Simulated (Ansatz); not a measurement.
# TiSi2: optical spectrum from first principles

Aim: the dielectric function of TiSi2, and the optical constants that follow from it.

Calculated with Ansatz 0.2.0; DFT, PBE, plane-wave PAW, default files, scalar-relativistic, independent-particle optical response without local fields.

## Step 1: Starting point

Symmetry: Cmcm, No. 63, orthorhombic system. Conventional cell: a = 3.530 Å, b = 13.519 Å, c = 3.565 Å, α = 90.00°, β = 90.00°, γ = 90.00°. Nearest to Ti lie 10 Si at 2.58 to 2.81 Å. Nearest to Si lie 4 Si at 2.51 Å and 4 Ti at 2.66 to 2.67 Å. Si has 2 Si at 2.38 Å and 6 Ti at 2.58 to 2.81 Å nearest. Farther neighbours, and contacts between anions beyond the nearest, are not listed.

Structure file:

```cif
data_structure
_symmetry_space_group_name_H-M 'P 1'
_symmetry_Int_Tables_number 1
_cell_length_a 6.9859
_cell_length_b 6.9859
_cell_length_c 3.5652
_cell_angle_alpha 90.000
_cell_angle_beta 90.000
_cell_angle_gamma 150.729
_cell_volume 85.07
loop_
_atom_site_label
_atom_site_type_symbol
_atom_site_fract_x
_atom_site_fract_y
_atom_site_fract_z
_atom_site_occupancy
Ti1 Ti 0.10312 0.89688 0.25000 1
Ti2 Ti 0.89688 0.10312 0.75000 1
Si3 Si 0.75031 0.24969 0.25000 1
Si4 Si 0.24969 0.75031 0.75000 1
Si5 Si 0.44175 0.55825 0.25000 1
Si6 Si 0.55825 0.44175 0.75000 1
```

## Step 2: Ground state and bands

The self-consistent density comes first; it also tells whether there is a gap, which decides the occupations and the need for a Drude term.

This step: DFT, PBE, plane-wave PAW, default files, scalar-relativistic, ground state (Ansatz 0.2.0).

Input file input.yaml:

```yaml
crystal:
  lattice:
    - [1.765105025, -6.759281535, 0.0]
    - [1.765105025, 6.759281535, 0.0]
    - [0.0, 0.0, 3.56517397]
  atoms:
    - { symbol: Ti, position: [0.10311808, 0.89688192, 0.25] }
    - { symbol: Ti, position: [0.89688192, 0.10311808, 0.75] }
    - { symbol: Si, position: [0.75031482, 0.24968518, 0.25] }
    - { symbol: Si, position: [0.24968518, 0.75031482, 0.75] }
    - { symbol: Si, position: [0.44174855, 0.55825145, 0.25] }
    - { symbol: Si, position: [0.55825145, 0.44174855, 0.75] }
kpoints:
  mp_grid: { grid: [7, 7, 6] }
  band_path:
    path:
      - [[0.0, 0.0, 0.0], [0.26704826, 0.26704826, 0.0], [0.0, 0.5, 0.0], [0.0, 0.5, 0.5], [0.26704826, 0.26704826, 0.5], [0.0, 0.0, 0.5], [0.0, 0.0, 0.0], [-0.5, 0.5, 0.0], [-0.26704826, 0.73295174, 0.0], [-0.26704826, 0.73295174, 0.5], [-0.5, 0.5, 0.5], [-0.5, 0.5, 0.0]]
      - [[0.0, 0.0, 0.5], [-0.5, 0.5, 0.5]]
    npoints: 5
scf:
  occupations: { method: fermi_dirac, width: 0.05 }
  n_extra_bands: 10
hamiltonian:
  xc: pbe
  pseudopotentials: { kind: paw }
output:
  forces: true
  stress: true
  populations: true
  write_bands: true
  write_density: true
  write_potential: true
  elf: true
  volumetric_format: npy
```

Started as:

```sh
ansatz run input.yaml --threads 4 --pin off --max-ram 8192MiB --backend cpu --events-out ev --progress --plain --runs-dir out
```

Standard output:

```text
scf.n_extra_bands = 10 over 20 filled bands (N_el = 40.0): the run solves 30 bands
Engine: ansatz 0.2.0, aarch64-unknown-linux-gnu
Pseudopotentials: kind: paw
Pseudopotential: Ti, paw, valence charge 12, recommended cutoff 420 eV (normal), Ti.paw.azcp
Pseudopotential: Si, paw, valence charge 4, recommended cutoff 420 eV (normal), Si.paw.azcp
Functional definition: PBE
  parameter kappa = 0.804
  parameter beta = 0.066725
  exchange = pbe_x(kappa = kappa, mu = beta*pi^2/3)
  correlation = pbe_c(beta = beta)
Crystal: 6 atoms, lattice volume = 85.071 Å³
Basis set: ecut = 420 eV, 1669 PW (Γ), exchange–correlation on 96×96×48 points (8 copies of the dense FFT grid, shifted against one another)
Bands: 30, of which v1, the nominal top of the filled ones, is band 20 counted from 1 (19 counted from 0)
Symmetry: 8 space group operations
Space group: Cmcm (ITA 63), of the structure as read, at distance tolerance 4.4e-5 Å
k-points: 64 of 294
Non-local potential: Ti, projectors of the file, l = 0: 3, l = 1: 2, l = 2: 3, l = 3: 1
Non-local potential: Si, projectors of the file, l = 0: 2, l = 1: 2, l = 2: 2
PAW form: soft (Blöchl's): semilocal exchange-correlation on the pseudo side does not see the compensation charge
PAW one-centre angular grid: Ti, 590 points (default); XC on 64 Gauss nodes
PAW one-centre angular grid: Si, 110 points (default); XC on 64 Gauss nodes
Initial density: superposition of atomic densities (neutral atoms: chi_scale 0, normalization atom), corrected by the library's trained network
Initial wavefunctions: pseudopotential atomic-orbital guess
Functional: x = pbe(κ = 0.804, μ = 0.219515), c = pbe(β = 0.066725)
SCF iter   1: F=—  HF=-7545.970636 eV  |F-HF|=—  |Δ(HF+E_count)|=         —  Δρ=5.88e-3  dr2=4.51e-2  ethr=1.77e-3  ⟨swp⟩=6.0  Hψ=9258  notcnv=0  defer=20
preconditioner: auto → Kerker (q_TF=auto, 2.406 Å⁻¹)  [metal: Δε(μ)=0.028 eV  Ē_g=7.191 eV  σ=0.050 eV  W_gap=0.14  n_scr=18 (ndim 8)  ℏωp=19.7 eV  f_vac=0.000  D(μ)=1.69/eV (n_scr^D=10)]
SCF iter   2: F=—  HF=-7545.966424 eV  |F-HF|=—  |Δ(HF+E_count)|=   4.21e-3  Δρ=2.85e-3  dr2=1.24e-2  ethr=1.13e-4  ⟨swp⟩=2.0  Hψ=2810  notcnv=0  defer=99
SCF iter   3: F=—  HF=-7545.965135 eV  |F-HF|=—  |Δ(HF+E_count)|=   1.29e-3  Δρ=3.51e-4  dr2=3.28e-4  ethr=3.10e-5  ⟨swp⟩=2.0  Hψ=2015  notcnv=0  defer=99
SCF iter   4: F=—  HF=-7545.965097 eV  |F-HF|=—  |Δ(HF+E_count)|=   3.74e-5  Δρ=9.73e-5  dr2=1.62e-5  ethr=8.19e-7  ⟨swp⟩=2.1  Hψ=2144  notcnv=0  defer=99
SCF iter   5: F=—  HF=-7545.965179 eV  |F-HF|=—  |Δ(HF+E_count)|=   8.19e-5  Δρ=1.88e-5  dr2=6.58e-7  ethr=4.06e-8  ⟨swp⟩=2.1  Hψ=2302  notcnv=0  defer=99
SCF iter   6: F=-7545.965179 eV  HF=-7545.965179 eV  |F-HF|=1.25e-8  |Δ(HF+E_count)|=   5.53e-8  Δρ=5.13e-6  dr2=2.65e-8  ethr=2.50e-10  ⟨swp⟩=12.1  Hψ=12267  notcnv=0
SCF 1 converged in 6 iterations: F = -7545.965179 eV  dr2 = 2.65e-8
  greatest PAW one-centre occupation: 0.999 electrons in one spin orbital (limit 2), on the Ti atom at site 1 (counted from 0), in its partial waves of l = 0
NSCF: frozen V_eff on 62 k-points
SCF converged after 6 iterations
Free energy (F): -7545.965179 eV
Harris-Foulkes:  -7545.965179 eV  (|F-HF|=1.25e-8)
Internal energy: -7545.951459 eV  (E = F + TS)
E sigma→0 (E₀):  -7545.958319 eV
Entropy (-TS):   -0.013720 eV (-2.287 meV/atom)
Fermi energy:    12.982293 eV
--- Per-component energies (eV) ---
  E_band       = -223.568386
  E_kinetic    = 720.770434
  E_local      = -2069.778255  (includes V_loc(G=0)·N_el)
  E_nonlocal   = 118.731349
  E_hartree    = 900.677996
  E_xc         = -423.446955
  E_vxc        = -441.479032  (∫ρ·V_xc dr)
  E_paw        = -4147.088369  (= ΣΔE_a)
  E_vpaw       = -353.166084  (= ΣTr[D̂ρ^β])
  E_aug_tail   = 0.000284  (compensation charges beyond the density's cutoff)
  E_ewald      = -2645.817945
  E_smearing   = -0.013720  (= −TS)
  E_closure    = -0.000000  (closes the sum)
  Σ components = -7545.965179   (vs F -7545.965179, Δ=0.00e0)
--- Forces (eV/Å), atoms counted from 1 ---
  atom   1  Ti     0.00000000     0.01806454     0.00000000
  atom   2  Ti     0.00000000    -0.01806454     0.00000000
  atom   3  Si     0.00000000    -0.03622036     0.00000000
  atom   4  Si     0.00000000     0.03622036     0.00000000
  atom   5  Si     0.00000000     0.19663579     0.00000000
  atom   6  Si     0.00000000    -0.19663579     0.00000000
  max |Σ_I F_I| component: 0.00e0 eV/Å
--- Stress (GPa, compression-positive) ---
        1.922200       0.000000       0.000000
        0.000000       1.756070       0.000000
        0.000000       0.000000       1.939298
  P = ⅓ Tr σ = 1.8725 GPa (18.725 kbar)
--- Band table (eV; the first three rows and the last of 64) ---
  k-point 0: bands = [... 16 lower, 10.8121, 10.8700, 10.8944, 13.4345, 13.6804, 13.7888, 13.8607, 14.3287, ... 6 higher]
  k-point 1: bands = [... 16 lower, 10.9166, 11.0189, 11.7962, 12.8949, 13.3120, 13.4847, 14.3937, 14.6747, ... 6 higher]
  k-point 2: bands = [... 16 lower, 11.2148, 11.2350, 12.4582, 13.1439, 13.1940, 13.3169, 14.3880, 14.8299, ... 6 higher]
  k-point 63: bands = [... 16 lower, 10.9093, 10.9093, 12.1265, 12.1265, 13.4514, 13.4514, 14.6411, 14.6411, ... 6 higher]
--- Löwdin populations: 6 sites ---
  site symbol       q [e]
     0     Ti     11.6191
     1     Ti     11.6191
     2     Si      4.0428
     3     Si      4.0428
     4     Si      4.1332
     5     Si      4.1332
  spilling = 0.010242 (of n_electrons = 40.000000)
```

Run time: 3.7 s. Hardware: 4 threads of Arm Neoverse V1, shared host; peak memory 0.48 GiB.

In the SCF lines HF is the Harris–Foulkes energy and dr2 the Hartree energy of the density residual, in eV; the loop may stop once dr2 is under the threshold and the program's other checks hold. Hψ counts applications of the Hamiltonian.

Read from the output:

| Property | Result |
| --- | --- |
| free energy | -7545.9652 eV |
| Fermi energy | 12.98 eV |
| electrons | 40 |
| symmetry operations | 8 |
| pressure | 1.873 GPa |
| volume | 85.07 Å³ |
| gap on the path | 0 eV |

There are states at the Fermi level within the smearing, so the occupations stay smeared and the carriers get a Drude term. The cell is left with a pressure of 1.9 GPa and forces up to 0.20 eV/Å, as it stands unrelaxed at this level.

Electronic bands along the path, in eV, zero at the Fermi level; # counts the bands kept:

| point | #9 | #10 | #11 | #12 | #13 | #14 | #15 | #16 |
| --- | --- | --- | --- | --- | --- | --- | --- | --- |
| Γ | -2.17 | -2.11 | -2.09 | 0.45 | 0.70 | 0.81 | 0.88 | 1.35 |
| 0.40 of the way | -2.29 | -1.60 | -1.42 | -0.36 | 0.81 | 0.83 | 0.87 | 1.09 |
| X | -1.75 | -1.14 | -0.80 | -0.74 | -0.24 | 1.13 | 1.39 | 1.55 |
| 0.60 of the way | -1.69 | -1.37 | -0.72 | -0.71 | -0.38 | 1.14 | 1.54 | 1.62 |
| S | -1.68 | -1.49 | -0.68 | -0.59 | -0.56 | 1.14 | 1.46 | 1.65 |
| 0.60 of the way | -3.58 | -2.89 | -2.00 | -1.90 | 1.04 | 1.24 | 1.72 | 1.90 |
| R | -3.24 | -3.24 | -2.46 | -2.46 | 1.74 | 1.74 | 1.87 | 1.87 |
| 0.60 of the way | -3.35 | -3.35 | -2.40 | -2.40 | 1.76 | 1.76 | 1.88 | 1.88 |
| A | -3.38 | -3.38 | -2.38 | -2.38 | 1.79 | 1.79 | 1.87 | 1.87 |
| 0.60 of the way | -2.60 | -2.60 | -1.17 | -1.17 | 0.42 | 0.42 | 1.73 | 1.73 |
| Z | -1.65 | -1.65 | -0.06 | -0.06 | 0.82 | 0.82 | 1.46 | 1.46 |
| 0.40 of the way | -1.81 | -1.80 | -0.51 | -0.11 | 0.20 | 0.32 | 1.35 | 1.91 |
| Γ | -2.17 | -2.11 | -2.09 | 0.45 | 0.70 | 0.81 | 0.88 | 1.35 |
| 0.60 of the way | -2.43 | -2.02 | -1.23 | 0.40 | 0.77 | 0.79 | 0.82 | 0.87 |
| Y | -2.55 | -1.97 | -1.20 | 0.38 | 0.63 | 0.73 | 0.90 | 1.12 |
| 0.60 of the way | -2.48 | -1.38 | -0.57 | -0.22 | -0.21 | 0.61 | 0.85 | 1.78 |
| X1 | -1.75 | -1.14 | -0.80 | -0.74 | -0.24 | 1.13 | 1.39 | 1.55 |
| 0.40 of the way | -2.93 | -2.57 | -1.57 | -1.43 | 0.61 | 1.20 | 1.63 | 1.77 |
| A1 | -3.38 | -3.38 | -2.38 | -2.38 | 1.79 | 1.79 | 1.87 | 1.87 |
| 0.40 of the way | -3.06 | -3.06 | -2.54 | -2.54 | 1.68 | 1.68 | 1.78 | 1.78 |
| T | -2.06 | -2.06 | -0.89 | -0.89 | 0.46 | 0.46 | 1.66 | 1.66 |
| 0.40 of the way | -2.06 | -2.02 | -1.32 | -0.31 | 0.31 | 0.88 | 1.08 | 1.57 |
| Y | -2.55 | -1.97 | -1.20 | 0.38 | 0.63 | 0.73 | 0.90 | 1.12 |
| jump to Z | -1.65 | -1.65 | -0.06 | -0.06 | 0.82 | 0.82 | 1.46 | 1.46 |
| 0.40 of the way | -1.99 | -1.99 | -0.39 | -0.39 | 0.65 | 0.65 | 1.64 | 1.64 |
| T | -2.06 | -2.06 | -0.89 | -0.89 | 0.46 | 0.46 | 1.66 | 1.66 |

Electrostatic potential energy in the bc plane of the conventional cell at fractional x = 0.000, with atoms of Ti and Si within 0.2 Å of it. With pseudopotentials it is smooth inside the atoms' cores, unlike the true potential.

Values in eV, 6 rows by 16 columns, each cell a mean:
```
  7 -19  -7  11  12  13 -11 -24   7  12  13 -14 -22   9  11  13
  3 -24 -14  12  14  13 -25 -41   6  14  12 -28 -38   9  14  14
  9 -12  -2   9   9  13  -3 -13   7  10  13  -5 -11   9   6  12
 14  11  11 -14 -22  11  13   9 -17 -19  12  12  11  -1 -20   2
 14  14  12 -29 -38   9  14  10 -32 -35  10  14  13  -8 -25  -4
 13   7   9  -6 -11  12  11   7  -8  -9  12  10   9   2 -14   5
```

Valence density in the bc plane of the conventional cell at fractional x = 0.000, with atoms of Ti and Si within 0.2 Å of it. It is the smooth field of the valence electrons, not physical close to the nuclei.

Ten steps, logarithmic in the rise over the least value, from '0' (0.08 × 1e0 e/Å³) to '9' (9.68 × 1e0 e/Å³), each cell a mean:
```
12477532222111233333322211222332211111
13799842111001221123221112321132211111
13799852110001220022211112320122211111
12688742211001222233222112222232211111
11355422222111223333332211222332222211
11111123322221122233333211112222467631
11111123211222111223212220001123699851
11111123201222111222101220001113799952
11111123222221112223222221011222588741
11122222332211222333333211122222355421
```

(Continued in part 2 of 2.)

[Long decimals in the printed logs are rounded to 6 places.]

[Logs are printed without paths, hosts, clocks, repeated set-up lines and the standing remarks that a program may print on its own settings, such as how far it seeks lower states.]

[Hosts, paths, dates, database ids (printed as entryN), source tags and the programs' standing remarks are cut or masked in the printed files.]

[Where the starting crystal was built by hand or by swapping elements, it need not be the compound's stable phase.]

[The count of steps not shown may lack steps that the program refused or didn't finish.]
